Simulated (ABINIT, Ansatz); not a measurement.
Planning a run of ABINIT 10.8.3 on SrTiO3 (Tausonite). The input:

```
acell 3*1.0 Angstrom
rprim 
  3.905280000000 0.000000000000 0.000000000000
  0.000000000000 3.905280000000 0.000000000000
  0.000000000000 0.000000000000 3.905280000000
ntypat 3
znucl 38 22 8
natom 5
typat 1 2 3 3 3
xred 
  0.500000000000 0.500000000000 0.500000000000
  0.000000000000 0.000000000000 0.000000000000
  0.500000000000 0.000000000000 0.000000000000
  0.000000000000 0.500000000000 0.000000000000
  0.000000000000 0.000000000000 0.500000000000
pp_dirpath "pseudos"
pseudos "Sr.upf, Ti.upf, O.upf"
ecut 38
ngkpt 4 4 4
nshiftk 1
shiftk 0 0 0
kptopt 1
chksymbreak 0
istwfk *1
occopt 1
irdwfk 1
optdriver 4
nband 238
gwcalctyp 2
ecutsigx 38
symsigma 1
nkptgw 2
kptgw 
  0.5000000000 0.5000000000 0.5000000000
  0.0000000000 0.0000000000 0.0000000000
bdgw 
  18 23
  18 23
ecuteps 7.8
irdscr 1
indata_prefix "in"
outdata_prefix "out"
tmpdata_prefix "tmp"
```

```sh
OMP_NUM_THREADS=1 mpirun -n 4 abinit run.abi > log
```

Estimate wall time and host memory on 4 MPI ranks of Arm Neoverse V2, shared host.

It took 42 s; on shared hardware allow 21 s to 85 s. Peak host memory was 3.0 GiB.

[Paths, hosts, dates, memory and timing lines, banners, echoed tables and standing remarks are left out of the program output.]

[Logs are printed without paths, hosts, clocks, repeated set-up lines and the standing remarks that a program may print on its own settings, such as how far it seeks lower states.]

[Runs of the session that timed out or met a known fault of the program may be left out.]

[Hosts, paths, dates, database ids (printed as entryN), source tags and the programs' standing remarks are cut or masked in the printed files.]

[G0W0 gaps are taken among the corrected bands and points alone; a level outside them can change the order at an edge.]

[Where Ansatz stands beside ABINIT at settings called matched, ABINIT's density can come from a denser mesh and the files from another edition; pairs whose starting gaps differed by over 0.03 eV were left out, so agreement reads better than it is.]
